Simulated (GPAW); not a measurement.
# Ballistic transport through a Ti chain with a C atom bridging one bond, cheap and dear

Aim: T(E), conductance and thermopower of a Ti chain with a C atom bridging one bond, and what cheaper settings cost in accuracy.

Program: GPAW 26.7.0. Level of theory: GPAW LCAO, PAW setups; Landauer transmission from Green's functions with principal layers (ASE), zero bias. Results are calculated unless marked as measured.

**1. Starting point**

The cell holds 15 atoms: 14 Ti and 1 C. Its edges and angles: a = 9.000 Å, b = 9.000 Å, c = 32.400 Å, α = 90.0°, β = 90.0°, γ = 90.0°. Regions: left lead, 7 atoms (7 Ti); channel, 1 atom (1 C); right lead, 7 atoms (7 Ti). Vacuum lies along a and b. The structure is stacked along c, and the current runs across the ab planes.

Coordinates:

```cif
data_structure
_symmetry_space_group_name_H-M 'P 1'
_symmetry_Int_Tables_number 1
_cell_length_a 9.0000
_cell_length_b 9.0000
_cell_length_c 32.4000
_cell_angle_alpha 90.000
_cell_angle_beta 90.000
_cell_angle_gamma 90.000
_cell_volume 2624.40
loop_
_atom_site_label
_atom_site_type_symbol
_atom_site_fract_x
_atom_site_fract_y
_atom_site_fract_z
_atom_site_occupancy
Ti1 Ti 0.50000 0.50000 0.03549 1
Ti2 Ti 0.50000 0.50000 0.10648 1
Ti3 Ti 0.50000 0.50000 0.17747 1
Ti4 Ti 0.50000 0.50000 0.24846 1
Ti5 Ti 0.50000 0.50000 0.31944 1
Ti6 Ti 0.50000 0.50000 0.39043 1
Ti7 Ti 0.50000 0.50000 0.46142 1
C8 C 0.62787 0.50000 0.50000 1
Ti9 Ti 0.50000 0.50000 0.53858 1
Ti10 Ti 0.50000 0.50000 0.60957 1
Ti11 Ti 0.50000 0.50000 0.68056 1
Ti12 Ti 0.50000 0.50000 0.75154 1
Ti13 Ti 0.50000 0.50000 0.82253 1
Ti14 Ti 0.50000 0.50000 0.89352 1
Ti15 Ti 0.50000 0.50000 0.96451 1
```

**2. GPAW, dzp**

Localised orbitals split the wire into layers that couple to their neighbours alone, which is what the Green's function method needs; double zeta with polarisation is the usual level for numbers.

run.py

```python
import json
import numpy as np
from ase import Atoms
from ase.transport.calculators import TransportCalculator
from gpaw import GPAW, FermiDirac
from gpaw.lcao.tools import get_lcao_hamiltonian
from scipy.linalg import eigh

# The junction with lead layers at both ends, along the third cell vector
device = Atoms(
    ['Ti', 'Ti', 'Ti', 'Ti', 'Ti', 'Ti', 'Ti', 'C', 'Ti', 'Ti', 'Ti', 'Ti', 'Ti', 'Ti', 'Ti'],
    positions=[
        [4.50000, 4.50000, 1.15000],
        [4.50000, 4.50000, 3.45000],
        [4.50000, 4.50000, 5.75000],
        [4.50000, 4.50000, 8.05000],
        [4.50000, 4.50000, 10.35000],
        [4.50000, 4.50000, 12.65000],
        [4.50000, 4.50000, 14.95000],
        [5.65084, 4.50000, 16.20000],
        [4.50000, 4.50000, 17.45000],
        [4.50000, 4.50000, 19.75000],
        [4.50000, 4.50000, 22.05000],
        [4.50000, 4.50000, 24.35000],
        [4.50000, 4.50000, 26.65000],
        [4.50000, 4.50000, 28.95000],
        [4.50000, 4.50000, 31.25000]],
    cell=[[9.0, 0.0, 0.0], [0.0, 9.0, 0.0], [0.0, 0.0, 32.4]],
    pbc=True)

# One principal layer of the lead: the first 5 atoms of the device
lead = Atoms(
    ['Ti', 'Ti', 'Ti', 'Ti', 'Ti'],
    positions=[
        [4.50000, 4.50000, 1.15000],
        [4.50000, 4.50000, 3.45000],
        [4.50000, 4.50000, 5.75000],
        [4.50000, 4.50000, 8.05000],
        [4.50000, 4.50000, 10.35000]],
    cell=[[9.0, 0.0, 0.0], [0.0, 9.0, 0.0], [0.0, 0.0, 11.5]],
    pbc=True)

settings = dict(mode='lcao', basis='dzp', xc='PBE', h=0.2,
                occupations=FermiDirac(0.1), maxiter=250,
                mixer=dict(beta=0.1, nmaxold=8, weight=100.0),
                convergence=dict(density=0.0001))
energies = np.arange(-3, 3 + 1e-9, 0.075)
eta = 0.0001
n1, n2 = 1, 1
# k and -k transmit alike, so half of the mesh across the current serves
mesh = [(i, j) for i in range(n1) for j in range(n2) if (i, j) <= (-i % n1, -j % n2)]
weights = np.array([1 if (i, j) == (-i % n1, -j % n2) else 2 for i, j in mesh]) / (n1 * n2)


def ground_state(atoms, size, txt):
    atoms.calc = GPAW(kpts={'size': size, 'gamma': True}, symmetry={'tolerance': 1e-3}, txt=txt, **settings)
    atoms.get_potential_energy()
    return atoms.calc.get_fermi_level()


def blocks(atoms, fermi, points, nz, cells):
    """H - E_F S and S between cell 0 and the cells above it, at each point across the current."""
    kz = np.arange(nz) / nz
    calc = atoms.calc.fixed_density(kpts=[(*k, z) for k in points for z in kz], symmetry='off', txt=None)
    H, S = get_lcao_hamiltonian(calc)
    H = (H - fermi * S).reshape(len(H), len(points), nz, *S.shape[1:])
    S = S.reshape(H.shape[1:])
    phases = [np.exp(-2j * np.pi * kz * R) / nz for R in cells]
    return [(np.einsum('skzij,z->ksij', H, p), np.einsum('kzij,z->kij', S, p)) for p in phases]


def pair(a, b):
    return np.block([[a, b], [b.T.conj(), a]])


def count_channels(h, s, cells, nk=240):
    """Half the number of times that the lead's bands cross each energy, unfolded to its shortest repeat."""
    b = len(h) // cells
    bands = []
    for k in (np.arange(nk + 1) + 0.5) / nk:
        hk, sk = h[:b, :b].copy(), s[:b, :b].copy()
        for R in range(1, cells):
            phase, block = np.exp(2j * np.pi * k * R), slice(R * b, (R + 1) * b)
            hk += h[:b, block] * phase + (h[:b, block] * phase).T.conj()
            sk += s[:b, block] * phase + (s[:b, block] * phase).T.conj()
        bands.append(eigh(hk, sk, eigvals_only=True))
    below = np.array(bands)[:, :, None] < energies
    return (below[1:] != below[:-1]).sum((0, 1)) / 2


fermi_lead = ground_state(lead, (1, 1, 10), 'lead.txt')
fermi_device = ground_state(device, (1, 1, 3), 'device.txt')
T, channels, eigen, tail, misfit, shifts = [], [], [], 0.0, 0.0, []
for first in range(0, len(mesh), 493):
    points = [(i / n1, j / n2) for i, j in mesh[first:first + 493]]
    (H0k, S0k), (H1k, S1k), (H2k, _) = blocks(lead, fermi_lead, points, 5, range(3))
    [(Hk, Sk)] = blocks(device, fermi_device, points, 2, [0])
    tail = max(tail, abs(H2k).max())
    for H0, S0, H1, S1, H, S in zip(H0k, S0k, H1k, S1k, Hk, Sk):
        n = len(S0)
        # Shift the lead onto the potential of the device's first layer
        shift = ((H[:, 0, 0] - H0[:, 0, 0]) / S0[0, 0]).real.mean()
        shifts.append(shift)
        misfit = max(misfit, abs(H[:, :n, :n] - H0 - shift * S0).max())
        Tk, Ck, Ek = [], [], []
        for s in range(len(H)):
            t = s % len(H0)  # a lead without moments serves both spins
            h1, s1 = pair(H0[t] + shift * S0, H1[t] + shift * S1), pair(S0, S1)
            leads = dict(h1=h1, s1=s1, energies=energies, eta=eta, eta1=eta, eta2=eta)
            calc = TransportCalculator(h=H[s], s=S, eigenchannels=3, **leads)
            Tk.append(calc.get_transmission())
            Ek.append(np.sort(calc.eigenchannels_ne, axis=0)[::-1])
            Ck.append(count_channels(h1, s1, 10))
        T.append(Tk)
        channels.append(Ck)
        eigen.append(Ek)
T, channels = np.array(T), np.array(channels)
mean, open_channels = np.einsum('kse,k->se', T, weights), np.einsum('kse,k->se', channels, weights)

print(f'basis functions: device {len(S)}, principal layer {n}')
print(f'Fermi level: lead {fermi_lead:.4f} eV, device {fermi_device:.4f} eV; lead shifted by {np.mean(shifts):.4f} eV')
print(f'largest coupling past the next layer {tail:.2e} eV, largest misfit of the first layer {misfit:.3f} eV')
print('  E-E_F (eV)   ' + 'T (one spin)  channels')
for e, t, c in zip(energies, mean.T, open_channels.T):
    print(f'{e:10.3f}  ', *[f'{x:11.4e}' for x in t], *[f'{x:9.4f}' for x in c])

kT = 8.617333e-5 * 300
fine = np.linspace(energies[0], energies[-1], 4001)
both = np.exp(np.interp(fine, energies, np.log(np.maximum(mean.sum(0) * 2 / len(mean), 1e-30))))
fermi = lambda mu: 1 / (1 + np.exp(np.clip((fine - mu) / kT, -200, 200)))
slope = fermi(0) * (1 - fermi(0)) / kT
G = np.trapezoid(both * slope, fine) / 2
seebeck = -np.trapezoid(both * slope * fine, fine) / (2 * G * 300) * 1e6
print(f'conductance at 300 K: {G:.5g} G0 a cell; thermopower {seebeck:.4g} uV/K')
bias = [0.1, 0.2, 0.5, 1.0, 1.5, 2.0]
current = [38.74 * np.trapezoid(both * (fermi(V / 2) - fermi(-V / 2)), fine) for V in bias]
for V, I in zip(bias, current):
    print(f'current from the zero-bias T(E) at {V} V: {I:.5g} uA')
zero = abs(energies).argmin()
json.dump(dict(energies=energies.tolist(), T=mean.tolist(), channels=open_channels.tolist(), G=G, seebeck=seebeck,
               bias=bias, current=current, tail=tail, misfit=misfit, shift=np.mean(shifts), n_device=len(S), n_lead=n,
               fermi=[fermi_lead, fermi_device], energy=device.get_potential_energy(),
               moments=device.get_magnetic_moments().tolist(), mesh=mesh, weights=weights.tolist(),
               T_k=T[:, :, zero].tolist(), eigen=np.array(eigen[0]).tolist()), open('result.json', 'w'))
```

Started as:

```console
$ OMP_NUM_THREADS=1 OPENBLAS_NUM_THREADS=1 python run.py
```

The program printed:

```text
basis functions: device 419, principal layer 145
Fermi level: lead -2.0138 eV, device -2.0936 eV; lead shifted by -0.0094 eV
largest coupling past the next layer 1.94e-07 eV, largest misfit of the first layer 0.051 eV
  E-E_F (eV)   T (one spin)  [channel counts left out]
    -3.000    2.2204e-06
    -2.925    2.2242e-06
    -2.850    2.2383e-06
    -2.775    2.2805e-06
    -2.700    1.9957e-06
    -2.625    9.7576e-01
    -2.550    9.9300e-01
    -2.475    9.9399e-01
    -2.400    9.9510e-01
    -2.325    9.4192e-01
    -2.250    7.0212e-01
    -2.175    3.2312e-01
    -2.100    1.1427e-01
    -2.025    5.8305e-02
    -1.950    5.9868e-02
    -1.875    9.6816e-02
[...]
2.475    6.3430e-01
     2.550    6.6658e-01
     2.625    6.5629e-01
     2.700    5.8726e-01
     2.775    4.0785e-01
     2.850    4.2351e-01
     2.925    7.4670e-01
     3.000    9.9611e-01
conductance at 300 K: 2.3664 G0 a cell; thermopower -11.56 uV/K
current from the zero-bias T(E) at 0.1 V: 18.465 uA
current from the zero-bias T(E) at 0.2 V: 37.512 uA
current from the zero-bias T(E) at 0.5 V: 97.989 uA
current from the zero-bias T(E) at 1.0 V: 203.6 uA
current from the zero-bias T(E) at 1.5 V: 314.56 uA
current from the zero-bias T(E) at 2.0 V: 399.53 uA
```

Wall time 5.7 min (1 thread of Arm Neoverse N1, shared host); peak memory 1.3 GiB.

Numbers from this step:

```yaml
conductance: 2.366 G₀
largest_coupling_past_the_next_principal_layer: 1.94e-7 eV
largest_misfit_of_the_first_principal_layer: 0.05066 eV
shift_that_aligns_the_lead: -0.009416 eV
basis_functions_of_the_junction: 419
basis_functions_of_a_principal_layer: 145
transmission_at_the_fermi_level_one_spin: 2.285
```

One spin. The transmission, zone mean by energy, zero at the Fermi level:

```
energy (eV)  transmission, zone mean
    -3.0000                   2.2e-6
    -2.7750                   2.3e-6
    -2.4750                    0.994
    -2.4000                    0.995
    -2.2500                    0.702
    -2.0250                   0.0583
    -1.7250                    0.295
    -1.5000                    0.768
    -1.2750                     1.03
    -0.9750                     1.37
    -0.7500                     1.68
    -0.5250                     1.82
    -0.2250                     2.01
     0.0000                     2.29
     0.2250                     3.30
     0.5250                     3.76
     0.7500                     4.33
     0.9750                     3.02
     1.0500                     3.34
     1.2750                     2.81
     1.5000                     1.94
     1.7250                     1.69
     2.0250                     1.34
     2.2500                    0.567
     2.4750                    0.634
     2.7750                    0.408
     3.0000                    0.996
```

Not self-consistent under bias; the bias window is split evenly. Table of current through one cell, from the zero-bias transmission by bias:

```
bias (V)  current through one cell, from the zero-bias transmission (μA)
   0.100                                                            18.5
   0.200                                                            37.5
   0.500                                                            98.0
   1.000                                                             204
   1.500                                                             315
   2.000                                                             400
```

The transmission of the three most open eigenchannels by energy, zero at the Fermi level:

```
energy (eV)  channel 1  channel 2  channel 3
      -3.00     2.2e-6    6.1e-12    5.6e-12
      -2.85     2.2e-6    6.0e-12    5.5e-12
      -2.70     1.7e-6     2.7e-7    5.9e-12
      -2.55      0.993     2.0e-6    9.0e-12
      -2.33      0.942     2.1e-6    5.5e-12
      -2.17      0.323     2.3e-6    5.4e-12
      -2.02     0.0583     2.7e-6    5.3e-12
      -1.88     0.0968     2.5e-6    5.1e-12
      -1.73      0.295     2.2e-6    4.7e-12
      -1.57      0.615     2.1e-6    3.8e-12
      -1.35      0.978    0.00523     2.2e-4
      -1.20      0.979     0.0516     0.0317
      -1.05      0.992     0.0663     0.0571
      -0.90      0.996      0.244      0.185
      -0.75      0.997      0.353      0.274
      -0.60      0.998      0.416      0.334
      -0.38      0.998      0.485      0.414
      -0.23      0.995      0.544      0.467
      -0.07      0.994      0.608      0.517
       0.00      0.993      0.636      0.538
       0.07      0.993      0.639      0.574
       0.23      0.987      0.665      0.628
       0.38      0.974      0.712      0.688
       0.60      0.951      0.841      0.745
       0.75      0.937      0.901      0.890
       0.90      0.946      0.896      0.717
       1.05      0.937      0.898      0.803
       1.20      0.987      0.879      0.735
       1.35      0.998      0.731      0.641
       1.57      0.997      0.719     1.4e-6
       1.73      0.995      0.698     1.3e-6
       1.88      0.945      0.666     1.3e-6
       2.02      0.719      0.624     1.2e-6
       2.17      0.574      0.198     1.1e-6
       2.33      0.513     0.0138     1.1e-6
       2.55      0.402      0.265     9.4e-7
       2.70      0.427      0.160     8.6e-7
       2.85      0.424     8.0e-7     1.4e-7
       3.00      0.996     6.9e-7    8.4e-11
```

Couplings past the next layer reach 1.9e-7 eV, small enough to drop; the matrix elements of the cell's first layer differ from the bulk lead's by up to 0.051 eV. That layer keeps its own values in the calculation, and only beyond it is the lead taken as perfect. The Fermi levels of lead and junction count from different zeros of potential, one for each periodic cell; with both set to zero, the small remaining shift is what aligns them. By hand: G = 2.366 × 77.48 μS = 183 μS, a resistance of 5.45 kΩ; at 0.1 V a linear junction would pass 18.3 μA, and the integral over the bias window gives 18.5 μA.

**3. GPAW, szp: basis = "szp(dzp)"**

The second zeta is dropped, the polarisation orbitals stay.

Changes to run.py since step 2:

```diff
@@ -42,3 +42,3 @@
 
-settings = dict(mode='lcao', basis='dzp', xc='PBE', h=0.2,
+settings = dict(mode='lcao', basis='szp(dzp)', xc='PBE', h=0.2,
                 occupations=FermiDirac(0.1), maxiter=250,
```

The program printed:

```text
basis functions: device 233, principal layer 80
Fermi level: lead -1.8839 eV, device -1.9800 eV; lead shifted by -0.0085 eV
largest coupling past the next layer 2.02e-07 eV, largest misfit of the first layer 0.058 eV
  E-E_F (eV)   T (one spin)  [channel counts left out]
    -3.000    9.9025e-06
    -2.925    1.0041e-05
    -2.850    1.0406e-05
    -2.775    1.9164e-01
    -2.700    6.3090e-01
    -2.625    8.4952e-01
    -2.550    9.2589e-01
    -2.475    9.4461e-01
    -2.400    9.1203e-01
    -2.325    7.5358e-01
    -2.250    4.2591e-01
    -2.175    1.8202e-01
    -2.100    1.0067e-01
    -2.025    9.4540e-02
    -1.950    1.2786e-01
    -1.875    1.9433e-01
[...]
2.475    6.9646e-01
     2.550    7.1132e-01
     2.625    6.7066e-01
     2.700    5.3290e-01
     2.775    8.8987e-02
     2.850    2.3862e-01
     2.925    7.8235e-01
     3.000    9.9256e-01
conductance at 300 K: 2.3088 G0 a cell; thermopower -6.298 uV/K
current from the zero-bias T(E) at 0.1 V: 17.94 uA
current from the zero-bias T(E) at 0.2 V: 36.256 uA
current from the zero-bias T(E) at 0.5 V: 95.34 uA
current from the zero-bias T(E) at 1.0 V: 199.73 uA
current from the zero-bias T(E) at 1.5 V: 297.15 uA
current from the zero-bias T(E) at 2.0 V: 386.7 uA
```

It took 3.4 min on 1 thread; peak memory 1.2 GiB.

This step gave:

* conductance: 2.309 G₀
* largest coupling past the next principal layer: 2.02e-7 eV
* largest misfit of the first principal layer: 0.05754 eV
* shift that aligns the lead: -0.008454 eV
* basis functions of the junction: 233
* basis functions of a principal layer: 80
* transmission at the Fermi level (one spin): 2.294

One spin. Transmission, zone mean against energy, zero at the Fermi level:

```
energy (eV)  transmission, zone mean
      -3.00                   9.9e-6
      -2.85                   1.0e-5
      -2.70                    0.631
      -2.55                    0.926
      -2.48                    0.945
      -2.33                    0.754
      -2.17                    0.182
      -2.02                   0.0945
      -1.88                    0.194
      -1.73                    0.408
      -1.57                    0.660
      -1.35                    0.969
      -1.20                     1.10
      -1.05                     1.93
      -0.97                     2.30
      -0.90                     1.59
      -0.75                     1.73
      -0.60                     1.82
      -0.38                     1.92
      -0.23                     2.03
      -0.07                     2.19
       0.00                     2.29
       0.07                     2.43
       0.23                     3.17
       0.38                     3.50
       0.60                     3.85
       0.75                     2.59
       0.90                     2.83
       1.05                     3.35
       1.20                     2.95
       1.35                     2.37
       1.57                     1.73
       1.73                     1.70
       1.88                     1.60
       2.02                     1.28
       2.17                    0.698
       2.33                    0.578
       2.55                    0.711
       2.70                    0.533
       2.85                    0.239
       3.00                    0.993
```

Not self-consistent under bias; the bias window is split evenly. The current through one cell, from the zero-bias transmission by bias:

```
bias (V)  current through one cell, from the zero-bias transmission (μA)
   0.100                                                            17.9
   0.200                                                            36.3
   0.500                                                            95.3
   1.000                                                             200
   1.500                                                             297
   2.000                                                             387
```

The transmission of the three most open eigenchannels by energy, zero at the Fermi level:

```
energy (eV)  channel 1  channel 2  channel 3
      -3.00     9.9e-6          0          0
      -2.85     1.0e-5     1.7e-9          0
      -2.70      0.631     9.4e-6          0
      -2.55      0.926     9.7e-6          0
      -2.33      0.754     1.0e-5          0
      -2.17      0.182     1.1e-5          0
      -2.02     0.0945     1.2e-5          0
      -1.88      0.194     1.1e-5          0
      -1.73      0.408     1.1e-5          0
      -1.57      0.660     1.1e-5          0
      -1.35      0.969     1.2e-5     3.1e-9
      -1.20      0.983     0.0854     0.0309
      -1.05      0.993      0.698      0.130
      -0.90      0.997      0.262      0.241
      -0.75      0.998      0.352      0.308
      -0.60      0.998      0.418      0.359
      -0.38      0.998      0.492      0.429
      -0.23      0.996      0.558      0.477
      -0.07      0.994      0.634      0.526
       0.00      0.993      0.667      0.548
       0.07      0.992      0.691      0.568
       0.23      0.985      0.707      0.625
       0.38      0.970      0.736      0.674
       0.60      0.945      0.817      0.788
       0.75      0.929      0.915      0.746
       0.90      0.911      0.849      0.726
       1.05      0.969      0.931      0.755
       1.20      0.986      0.852      0.737
       1.35      0.998      0.740      0.516
       1.57      0.998      0.732     1.1e-5
       1.73      0.990      0.713     1.1e-5
       1.88      0.920      0.684     1.1e-5
       2.02      0.644      0.636     1.1e-5
       2.17      0.593      0.105     1.1e-5
       2.33      0.528     0.0493     1.1e-5
       2.55      0.410      0.301     1.0e-5
       2.70      0.370      0.163     1.0e-5
       2.85      0.239     1.0e-5    3.1e-10
       3.00      0.993     9.6e-6    2.6e-11
```

The conductance, 2.31 G₀, lies 2.4 % below that of the dzp run.

(Part 1 of 3 ends here.)

[Logs are printed without paths, hosts, clocks, repeated set-up lines and the standing remarks that a program may print on its own settings, such as how far it seeks lower states.]

[Hosts, paths, dates, database ids (printed as entryN), source tags and the programs' standing remarks are cut or masked in the printed files.]
